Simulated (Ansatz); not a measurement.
# Lattice dynamics of ZrH3 (Pm-3m)

Aim: the phonons of ZrH3 (Pm-3m) at a cell relaxed beforehand at this level. After the zone centre comes a 4×4×4 q mesh on a 12×12×12 k mesh.

Calculated with Ansatz 0.2.0; DFT PBEsol+D3(BJ), scalar-relativistic, plane waves, PAW.

## 1. The structure

It takes space group Pm-3m (No. 221, cubic). Conventional cell: a = 3.057 Å, b = 3.057 Å, c = 3.057 Å, α = 90.00°, β = 90.00°, γ = 90.00°. Nearest to Zr lie 12 H at 2.16 Å. Nearest to H lie 4 Zr at 2.16 Å and 8 H at 2.16 Å. Farther neighbours are not listed.

As a file:

```cif
data_structure
_symmetry_space_group_name_H-M 'P 1'
_symmetry_Int_Tables_number 1
_cell_length_a 3.0572
_cell_length_b 3.0572
_cell_length_c 3.0572
_cell_angle_alpha 90.000
_cell_angle_beta 90.000
_cell_angle_gamma 90.000
_cell_volume 28.57
loop_
_atom_site_label
_atom_site_type_symbol
_atom_site_fract_x
_atom_site_fract_y
_atom_site_fract_z
_atom_site_occupancy
Zr1 Zr 0.00000 0.00000 0.00000 1
H2 H 0.00000 0.50000 0.50000 1
H3 H 0.50000 0.00000 0.50000 1
H4 H 0.50000 0.50000 0.00000 1
```

## 2. Linear response at the zone centre

The cell comes from relaxations at this level that are not shown. The zone centre comes first: it holds the modes that light can see, as far as symmetry allows. No field response is asked, since the mesh shows no gap.

The input, input.yaml:

```yaml
crystal:
  lattice:
    - [3.057172147, 0.0, 0.0]
    - [0.0, 3.057172147, 0.0]
    - [0.0, 0.0, 3.057172147]
  atoms:
    - { symbol: Zr, position: [0.0, 0.0, 0.0] }
    - { symbol: H, position: [0.0, 0.5, 0.5] }
    - { symbol: H, position: [0.5, 0.0, 0.5] }
    - { symbol: H, position: [0.5, 0.5, 0.0] }
kpoints:
  mp_grid: { grid: [12, 12, 12] }
hamiltonian:
  xc: pbesol
  dispersion: d3bj
scf:
  occupations: { method: methfessel_paxton, width: 0.15 }
output:
  eigenvalues: true
phonons:
  method: dfpt
```

On the command line:

```
> ansatz run input.yaml --threads 4 --pin off --max-ram 7168MiB --backend cpu --events-out ev --progress --plain --runs-dir out
```

Numbers of over 12 decimals in the logs are rounded to 6 here.

The program printed:

```text
zone centre: on kpoints.mp_grid the ground state, and the responses unless they are solved on pairs of k-points, stand on 343 of the mesh's 1728 k-points, reduced under 8 symmetry operations, with k and −k counted as one. Each operation leaves every solved displacement unchanged or reverses it
Engine: ansatz 0.2.0, aarch64-unknown-linux-gnu
Pseudopotentials: kind: paw
Pseudopotential: Zr, paw, valence charge 12, recommended cutoff 420 eV (normal), Zr.paw.azcp
Pseudopotential: H, paw, valence charge 1, recommended cutoff 420 eV (normal), H.paw.azcp
Functional definition: PBEsol
  exchange = pbesol_x
  correlation = pbesol_c
Crystal: 4 atoms, lattice volume = 28.573 Å³
Basis set: ecut = 420 eV, 587 PW (Γ), exchange–correlation on 48×48×48 points (8 copies of the dense FFT grid, shifted against one another)
Bands: 12, of which v1, the nominal top of the filled ones, is band 8 counted from 1 (7 counted from 0)
Symmetry: 48 space group operations
k-points: 343 of 1728 (irreducible under 8 space group operations)
Non-local potential: Zr, projectors of the file, l = 0: 3, l = 1: 2, l = 2: 2, l = 3: 2
Non-local potential: H, projectors of the file, l = 0: 2, l = 1: 1
PAW form: soft (Blöchl's): semilocal exchange-correlation on the pseudo side does not see the compensation charge
PAW frozen core: Zr, regenerated for the run's functional, and the local potential with it (the file was generated under x = pbe(κ = 0.804, μ = 0.219515), c = pbe(β = 0.066725))
PAW one-centre angular grid: Zr, 590 points (default); XC on 64 Gauss nodes
PAW one-centre angular grid: H, 110 points (default); XC on 64 Gauss nodes
Initial density: superposition of atomic densities (neutral atoms: chi_scale 0, normalization atom), corrected by the library's trained network
Initial wavefunctions: pseudopotential atomic-orbital guess
Functional: x = pbesol(κ = 0.804, μ = 0.123457), c = pbesol(β = 0.046)
SCF iter   1: F=—  HF=-4177.796592 eV  |F-HF|=—  |Δ(HF+E_count)|=         —  Δρ=9.61e-3  dr2=1.40e-2  ethr=1.77e-3  ⟨swp⟩=5.0  Hψ=20411  notcnv=0
preconditioner: auto → none  [metal: Δε(μ)=0.053 eV  Ē_g=8.338 eV  σ=0.150 eV  W_gap=0.29  n_scr=6 (ndim 8)  ℏωp=18.4 eV  f_vac=0.000  D(μ)=1.29/eV (n_scr^D=6)  sad-step TF]
SCF iter   2: F=—  HF=-4177.793602 eV  |F-HF|=—  |Δ(HF+E_count)|=   2.99e-3  S|Δr|=    0.00e0  Δρ=5.23e-3  dr2=4.21e-3  ethr=9.35e-5  ⟨swp⟩=1.0  Hψ=6860  notcnv=0
SCF iter   3: F=—  HF=-4177.792568 eV  |F-HF|=—  |Δ(HF+E_count)|=   1.03e-3  S|Δr|=    0.00e0  Δρ=2.80e-4  dr2=1.54e-5  ethr=2.81e-5  ⟨swp⟩=2.0  Hψ=4972  notcnv=0
SCF iter   4: F=—  HF=-4177.792571 eV  |F-HF|=—  |Δ(HF+E_count)|=   3.07e-6  S|Δr|=    0.00e0  Δρ=8.95e-5  dr2=1.28e-6  ethr=1.03e-7  ⟨swp⟩=2.0  Hψ=5186  notcnv=0
SCF iter   5: F=—  HF=-4177.792572 eV  |F-HF|=—  |Δ(HF+E_count)|=   6.13e-7  S|Δr|=    0.00e0  Δρ=2.26e-5  dr2=1.23e-7  ethr=8.52e-9  ⟨swp⟩=2.0  Hψ=6455  notcnv=0
SCF iter   6: F=—  HF=-4177.792572 eV  |F-HF|=—  |Δ(HF+E_count)|=   3.55e-8  S|Δr|=    0.00e0  Δρ=5.15e-6  dr2=4.95e-9  ethr=8.18e-10  ⟨swp⟩=2.4  Hψ=6334  notcnv=0
SCF iter   7: F=—  HF=-4177.792572 eV  |F-HF|=—  |Δ(HF+E_count)|=   1.28e-9  S|Δr|=    0.00e0  Δρ=3.94e-7  dr2=2.87e-11  ethr=3.30e-11  ⟨swp⟩=2.1  Hψ=6560  notcnv=0
SCF iter   8: F=-4177.792572 eV  HF=-4177.792572 eV  |F-HF|=9.09e-13  |Δ(HF+E_count)|=  5.46e-12  S|Δr|=    0.00e0  Δρ=1.47e-8  dr2=3.86e-14  ethr=1.00e-12  ⟨swp⟩=5.9  Hψ=16117  notcnv=0
SCF 1 converged in 8 iterations: F = -4177.792572 eV  dr2 = 3.86e-14
  greatest PAW one-centre occupation: 0.996 electrons in one spin orbital (limit 2), on the Zr atom at site 0 (counted from 0), in its partial waves of l = 0
DFPT response loops at Γ: preconditioner auto → Kerker (q_TF=auto, 2.450 Å⁻¹) (partly filled bands, converged f_vac=0.000); β = 1.00, the filter's whole step (`scf.mixing.beta` (0.50) is not read by the response loops under this deck's `scf.mixing.preconditioner`; to damp them name `kerker` or `kerker_dos`, under which they read `scf.mixing.beta`, and type it under 1.00, their step now; both keys bind the ground state too); Broyden in place of MSR1
SCF converged after 8 iterations
Stability not checked: this state was not tested for a lower state beside it, because cold or Methfessel-Paxton smearing, or corrected tetrahedra, fill the levels in a way that the test cannot read (fill_not_monotonic; see scf.lower_state_search)
Free energy (F): -4177.792572 eV
Harris-Foulkes:  -4177.792572 eV  (|F-HF|=9.09e-13)
Internal energy: -4177.791382 eV  (E = F + TS)
E sigma→0 (E₀):  -4177.792274 eV
Entropy (-TS):   -0.001190 eV (-0.297 meV/atom)
Fermi energy:    12.686933 eV
--- Per-component energies (eV) ---
  E_band       = -101.715681
  E_kinetic    = 378.055844
  E_local      = -666.696095  (includes V_loc(G=0)·N_el)
  E_nonlocal   = 84.940188
  E_hartree    = 206.779809
  E_xc         = -189.598494
  E_vxc        = -228.432347  (∫ρ·V_xc dr)
  E_paw        = -2901.370258  (= ΣΔE_a)
  E_vpaw       = -83.139585  (= ΣTr[D̂ρ^β])
  E_aug_tail   = -0.003300  (compensation charges beyond the density's cutoff)
  E_ewald      = -1089.260793
  E_disp       = -0.804002  (pairwise vdW)
  E_core_change = 0.165720  (= ΣΔE_core)
  E_smearing   = -0.001190  (= −TS)
  E_closure    = -0.000000  (closes the sum)
  Σ components = -4177.792572   (vs F -4177.792572, Δ=0.00e0)
--- Band table (eV; the first three rows and the last of 343) ---
  k-point 0: bands = [... 4 lower, 2.1923, 8.3377, 8.3377, 16.7805, 16.7805, 16.7805, 19.1008, 19.1008]
  k-point 1: bands = [... 4 lower, 2.3390, 8.3769, 8.4360, 16.4200, 16.4200, 16.7998, 18.6412, 18.6590]
  k-point 2: bands = [... 4 lower, 2.7578, 8.4213, 8.7281, 15.6515, 15.6515, 16.8533, 17.5174, 17.9400]
  k-point 342: bands = [... 4 lower, 6.5437, 6.5437, 6.5437, 16.1014, 18.8179, 18.8179, 19.3178, 19.3178]
--- Phonons (Γ-DFPT): 3 representative perturbations + reference, on 343 of 1728 k-points (Σ response iterations 10) ---
  k mesh reduced under 8 symmetry operations, with k and −k counted as one. Each operation leaves every solved displacement unchanged or reverses it
  ASR residual: 1.536e-5 → 0.000e0 eV/Å²; symmetrization residual: 1.526e-7 eV/Å²
  pairwise dispersion correction: d3bj (s6 = 1.0, s8 = 2.9491, a1 = 0.4466, a2_bohr = 6.1742), with the weights of each atom's references fixed at the reference crystal's, and the forces and stress that the weights' published response gives there kept as a pressure on the atom's counted neighbours (hamiltonian.dispersion)
  ASR residual per site (eV/Å²): 1.54e-5 3.39e-6 3.39e-6 3.39e-6
  Γ frequencies (cm⁻¹): 0.00 0.00 0.00 768.50 768.50 768.50 1004.94 1004.94 1004.94 1024.11 1024.11 1024.11
  non-analytic LO–TO correction: not included (Born effective charges unavailable; polar crystals: no LO–TO splitting at Γ)
```

Wall time 8.8 s (4 threads of Arm Neoverse V2, shared host); peak memory 0.65 GiB.

The column dr2 measures how far the density is from self-consistency, as an energy; F and HF (Harris–Foulkes) agree once it is small.

This step gave:

- volume per atom: 7.143 Å³
- gap on the k-mesh: 0 eV
- sum-rule residual before enforcement: 1.54e-5 eV/Å²
- point group: m-3m
- highest optical mode at the zone centre (no LO-TO term): 1024 cm⁻¹
- lowest optical zone-centre mode: 768.5 cm⁻¹

Patterns of degenerate modes are one choice out of their space. The modes at Γ (shares of kinetic energy by element, %):

| mode | frequency (cm⁻¹) | symmetry | Zr % | H % |
| --- | --- | --- | --- | --- |
| 1 | 0.0 | acoustic | 97 | 3 |
| 2 | 0.0 | acoustic | 97 | 3 |
| 3 | 0.0 | acoustic | 97 | 3 |
| 4 | 768.5 | T1u | 3 | 97 |
| 5 | 768.5 | T1u | 3 | 97 |
| 6 | 768.5 | T1u | 3 | 97 |
| 7 | 1004.9 | T2u | 0 | 100 |
| 8 | 1004.9 | T2u | 0 | 100 |
| 9 | 1004.9 | T2u | 0 | 100 |
| 10 | 1024.1 | T1u | 0 | 100 |
| 11 | 1024.1 | T1u | 0 | 100 |
| 12 | 1024.1 | T1u | 0 | 100 |

Displacements in mode 4 (768.5 cm⁻¹), the largest set to 1:
```
Zr1  0.00  0.01 -0.02
H2   0.03 -0.17  0.50
H3   0.01 -0.33  0.50
H4   0.01 -0.17  1.00
```

Displacements in mode 10 (1024.1 cm⁻¹), the largest set to 1:
```
Zr1  0.00 -0.01  0.01
H2   0.01  0.53 -0.98
H3  -0.01 -0.54 -0.98
H4  -0.01  0.53  1.00
```

Before it was imposed, the acoustic sum rule was missed by 1.5e-5 eV/Å². Small misses are needed for a sound result but don't prove that mesh and cutoff are converged. The lowest optical mode is real, 768 cm⁻¹.

## 3. Phonons on a q mesh

Stability and thermal properties need the whole zone. Linear response on a 4×4×4 q mesh gives force constants as far as a supercell of that size would.

Changes to input.yaml since step 2:

```diff
@@ -21 +21,8 @@
   method: dfpt
+  qmesh: [4, 4, 4]
+  temperatures: { t_max: 1000, t_step: 50 }
+  qpath:
+    path:
+      - [[0.0, 0.0, 0.0], [0.0, 0.5, 0.0], [0.5, 0.5, 0.0], [0.0, 0.0, 0.0], [0.5, 0.5, 0.5], [0.0, 0.5, 0.0]]
+      - [[0.5, 0.5, 0.5], [0.5, 0.5, 0.0]]
+    npoints: 10
```

The program printed:

```text
[...]
Crystal: 4 atoms, lattice volume = 28.573 Å³
Basis set: ecut = 420 eV, 587 PW (Γ), exchange–correlation on 48×48×48 points (8 copies of the dense FFT grid, shifted against one another)
Bands: 12, of which v1, the nominal top of the filled ones, is band 8 counted from 1 (7 counted from 0)
Symmetry: 48 space group operations
k-points: 84 of 1728
[...]
SCF iter   1: F=—  HF=-4177.796595 eV  |F-HF|=—  |Δ(HF+E_count)|=         —  Δρ=9.62e-3  dr2=1.41e-2  ethr=1.77e-3  ⟨swp⟩=5.0  Hψ=4996  notcnv=0
[...]
SCF iter   8: F=-4177.792572 eV  HF=-4177.792572 eV  |F-HF|=9.09e-13  |Δ(HF+E_count)|=  9.09e-13  S|Δr|=    0.00e0  Δρ=1.13e-8  dr2=1.20e-14  ethr=1.00e-12  ⟨swp⟩=6.1  Hψ=3959  notcnv=0
SCF 1 converged in 8 iterations: F = -4177.792572 eV  dr2 = 1.20e-14
[...]
phonons: the bands overlap, so this run is a metal and interpolates without the dipole-dipole term. If the crystal is really an insulator or semiconductor, its LO-TO splitting is missing
NSCF: frozen V_eff on 84 k-points
[...]
DFPT response loops at q = (0, 0, 0) (fractional): preconditioner auto → Kerker (q_TF=auto, 2.450 Å⁻¹) (partly filled bands, converged f_vac=0.000); β = 1.00, the filter's whole step (`scf.mixing.beta` (0.50) is not read by the response loops under this deck's `scf.mixing.preconditioner`; to damp them name `kerker` or `kerker_dos`, under which they read `scf.mixing.beta`, and type it under 1.00, their step now; both keys bind the ground state too); Broyden in place of MSR1
[...]
SCF converged after 8 iterations
[...]
Free energy (F): -4177.792572 eV
[...]
Internal energy: -4177.791382 eV  (E = F + TS)
E sigma→0 (E₀):  -4177.792274 eV
Entropy (-TS):   -0.001190 eV (-0.297 meV/atom)
Fermi energy:    12.686933 eV
[...]
--- Band table (eV; the first three rows and the last of 84) ---
  k-point 0: bands = [... 4 lower, 2.1923, 8.3377, 8.3377, 16.7805, 16.7805, 16.7805, 19.1008, 19.1008]
  k-point 1: bands = [... 4 lower, 2.3390, 8.3769, 8.4360, 16.4200, 16.4200, 16.7998, 18.6412, 18.6590]
  k-point 2: bands = [... 4 lower, 2.7578, 8.4213, 8.7281, 15.6515, 15.6515, 16.8533, 17.5174, 17.9400]
  k-point 83: bands = [... 4 lower, 6.5437, 6.5437, 6.5437, 16.1014, 18.8179, 18.8179, 19.3178, 19.3178]
--- Phonons (Γ-DFPT): 3 representative perturbations + reference (Σ response iterations 10) ---
  ASR residual: 7.674e-6 → 0.000e0 eV/Å²; symmetrization residual: 1.457e-7 eV/Å²
[...]
ASR residual per site (eV/Å²): 7.67e-6 5.21e-6 5.21e-6 5.21e-6
[...]
--- Phonons (arbitrary-q DFPT): 10 irreducible q on the 4×4×4 mesh ---
  q = [0.0000, 0.0000, 0.0000] (star 1, of the zone-centre solve; hermiticity 4.23e-8, symmetrization 4.46e-14): -0.00 -0.00 0.00 768.50 768.50 768.50 1004.94 1004.94 1004.94 1024.11 1024.11 1024.11
  q = [0.0000, 0.0000, 0.2500] (star 6, 7 solved perturbations in 3612 linear systems a pass and spin channel, the states on 588 of 1728 k-point pairs; hermiticity 4.56e-8, symmetrization 4.84e-15): 94.14 94.14 186.21 797.50 797.50 803.08 995.16 995.16 1052.06 1066.31 1066.31 1074.36
[...]
q = [0.0000, 0.2500, -0.5000] (star 12, 12 solved perturbations on 588 of 1728 k-point pairs; hermiticity 1.98e-8, symmetrization 9.94e-16): 137.68 193.92 274.70 758.04 847.08 857.56 1011.14 1055.23 1056.70 1058.51 1143.20 1180.07
[...]
sum rule: each row above includes the acoustic sum rule's correction from the zone centre's row sums; it moved no ω² by more than (1.19 cm⁻¹)²
  mesh force constants: q→R imaginary residual 6.40e-19; ASR residual 7.674e-6 → 0.000e0 eV/Å²; symmetrization residual 1.776e-14 eV/Å²
  interpolated dispersion: 62 rows × 12 modes
  density of states and harmonic sums: on the 20×20×20 q-mesh, interpolated from the force constants of a 4×4×4 supercell (no non-analytic term)
  largest difference from the sums on the solved wave vectors: F 1.04e-2 eV, S 1.44e-5 and C_V 4.01e-6 eV/K
  zero-point energy: 0.576239 eV/cell   skipped modes (ω ≤ 0): 3   left out of the sums: 3.13e-5 of the cell's modes: C_V's classical limit lies that fraction below 3 k_B per atom; for a crystal, a wire or a layer, F and S can be off by more, and a phonons.interpolated_qmesh denser along its periods is the remedy for the sampling
```

Run time: 3.7 min. Hardware: 4 threads; peak memory 1.6 GiB.

This step gave:

- sum-rule residual before enforcement: 7.67e-6 eV/Å²
- lowest frequency on the path: 0 cm⁻¹
- highest frequency on the path or at a solved wavevector: 1251 cm⁻¹
- mean frequency: 774.6 cm⁻¹
- Debye temperature (second moment): 1589 K
- logarithmic mean frequency: 629.3 cm⁻¹
- lowest mode on the q mesh (acoustic modes at Γ apart): 94.14 cm⁻¹
- zero-point energy per atom: 144.1 meV
- heat capacity at 300 K: 9.987 J/(mol atoms K)
- vibrational entropy at 300 K: 8.652 J/(mol atoms K)
- edges of the widest gap between branches, on path and mesh: 286.1, 701.7 cm⁻¹

Frequencies (cm⁻¹) solved at each irreducible wavevector; negative means imaginary. Frequencies by wavevector, by row:

| q in reciprocal lattice units | star | mode 1 | mode 2 | mode 3 | mode 4 | mode 10 | mode 11 | mode 12 |
| --- | --- | --- | --- | --- | --- | --- | --- | --- |
| 0 0 0 | 1 | 0 | 0 | 0 | 768.5 | 1024 | 1024 | 1024 |
| 0 0 0.25 | 6 | 94.1 | 94.1 | 186.2 | 797.5 | 1066 | 1066 | 1074 |
| 0 0 -0.5 | 3 | 140.7 | 140.7 | 286.1 | 812 | 1127 | 1140 | 1140 |
| 0 0.25 0.25 | 12 | 113.6 | 177.5 | 205.6 | 701.7 | 1069 | 1094 | 1154 |
| 0 0.25 -0.5 | 12 | 137.7 | 193.9 | 274.7 | 758 | 1058 | 1143 | 1180 |
| 0 -0.5 -0.5 | 3 | 136.9 | 220.3 | 220.3 | 721.9 | 1143 | 1143 | 1251 |
| 0.25 0.25 0.25 | 8 | 183.3 | 183.3 | 212.9 | 749.2 | 1136 | 1136 | 1214 |
| 0.25 0.25 -0.5 | 12 | 181.8 | 192.2 | 259.3 | 760.2 | 1081 | 1098 | 1212 |
| 0.25 -0.5 -0.5 | 6 | 183.9 | 212.5 | 212.5 | 746.4 | 1104 | 1104 | 1201 |
| -0.5 -0.5 -0.5 | 1 | 181.8 | 181.8 | 181.8 | 757.3 | 1113 | 1113 | 1113 |

Interpolated from a 4×4×4 q mesh. The phonon branches at the labelled points (cm⁻¹):

| point | branch 1 | branch 2 | branch 3 | branch 4 | branch 9 | branch 10 | branch 11 | branch 12 |
| --- | --- | --- | --- | --- | --- | --- | --- | --- |
| Γ | 0 | 0 | 0 | 768 | 1005 | 1024 | 1024 | 1024 |
| halfway | 94 | 94 | 186 | 798 | 1052 | 1066 | 1066 | 1074 |
| X | 141 | 141 | 286 | 812 | 1097 | 1127 | 1140 | 1140 |
| halfway | 138 | 194 | 275 | 758 | 1057 | 1058 | 1143 | 1180 |
| M | 137 | 220 | 220 | 722 | 1024 | 1143 | 1143 | 1251 |
| halfway | 114 | 178 | 206 | 702 | 1059 | 1069 | 1094 | 1154 |
| Γ | 0 | 0 | 0 | 768 | 1005 | 1024 | 1024 | 1024 |
| halfway | 183 | 183 | 213 | 749 | 932 | 1136 | 1136 | 1214 |
| R | 182 | 182 | 182 | 757 | 949 | 1113 | 1113 | 1113 |
| halfway | 182 | 192 | 259 | 760 | 1020 | 1081 | 1098 | 1212 |
| X | 141 | 141 | 286 | 812 | 1097 | 1127 | 1140 | 1140 |
| jump to R | 182 | 182 | 182 | 757 | 949 | 1113 | 1113 | 1113 |
| halfway | 184 | 212 | 212 | 746 | 926 | 1104 | 1104 | 1201 |
| M | 137 | 220 | 220 | 722 | 1024 | 1143 | 1143 | 1251 |

The phonon density of states has structure finer than the step of the table below, so its rows give means over 50 cm⁻¹, whole bins alone (the curve runs from 5 to 1255 cm⁻¹). Peaks (cm⁻¹: height): 135.0: 0.0240, 215.0: 0.0233, 755.0: 0.0226, 975.0: 0.0229, 1105.0: 0.0437, 1215.0: 0.0158.

Tetrahedra on a 20×20×20 mesh, mean over bins of 10 cm-1. Interpolated from a 4×4×4 q mesh. Phonon density of states against wavenumber; means over each step:

| wavenumber (cm⁻¹) | phonon density of states (1/cm⁻¹/cell) |
| --- | --- |
| 50 | 0.00102 |
| 100 | 0.00539 |
| 150 | 0.0189 |
| 200 | 0.0208 |
| 250 | 0.0123 |
| 300 | 0.00147 |
| 350 | 0 |
| 400 | 0 |
| 450 | 0 |
| 500 | 0 |
| 550 | 0 |
| 600 | 0 |
| 650 | 0 |
| 700 | 0.00173 |
| 750 | 0.0182 |
| 800 | 0.0177 |
| 850 | 0.0167 |
| 900 | 0.0139 |
| 950 | 0.0203 |
| 1000 | 0.0215 |
| 1050 | 0.0132 |
| 1100 | 0.0302 |
| 1150 | 0.0153 |
| 1200 | 0.00974 |

The partial phonon density of states has structure finer than the step of the table below, so its rows give means over 50 cm⁻¹, whole bins alone (the curve runs from -10 to 1296 cm⁻¹). Peaks (cm⁻¹: height): H 754.2: 0.0199, 976.0: 0.0220, 1115.7: 0.0366; Zr 146.1: 0.0210, 203.6: 0.0226.

Phonopy on the run's constants, 19x19x19 mesh, Gaussian sigma 9.3 cm-1. Interpolated from a 4×4×4 q mesh. Table of partial phonon density of states by wavenumber; means over each step; values in 1/cm⁻¹/cell:

| wavenumber (cm⁻¹) | H | Zr |
| --- | --- | --- |
| 50 | 2.9e-5 | 0.00107 |
| 100 | 8.5e-5 | 0.00590 |
| 150 | 9.8e-5 | 0.0182 |
| 200 | 4.2e-5 | 0.0204 |
| 250 | 1.5e-5 | 0.0123 |
| 300 | 1.3e-6 | 0.00179 |
| 350 | 0 | 0 |
| 400 | 0 | 0 |
| 450 | 0 | 0 |
| 500 | 0 | 0 |
| 550 | 0 | 0 |
| 600 | 0 | 0 |
| 650 | 3.0e-7 | 0 |
| 700 | 0.00249 | 1.2e-5 |
| 750 | 0.0174 | 6.9e-5 |
| 800 | 0.0176 | 6.4e-5 |
| 850 | 0.0166 | 1.5e-5 |
| 900 | 0.0145 | 3.8e-6 |
| 950 | 0.0198 | 2.7e-5 |
| 1000 | 0.0209 | 3.8e-5 |
| 1050 | 0.0139 | 2.2e-5 |
| 1100 | 0.0292 | 1.5e-5 |
| 1150 | 0.0160 | 3.9e-6 |
| 1200 | 0.00913 | 0 |
| 1250 | 0.00221 | 0 |

(Continued in part 2 of 2.)

[Logs are printed without paths, hosts, clocks, repeated set-up lines and the standing remarks that a program may print on its own settings, such as how far it seeks lower states.]

[Hosts, paths, dates, database ids (printed as entryN), source tags and the programs' standing remarks are cut or masked in the printed files.]
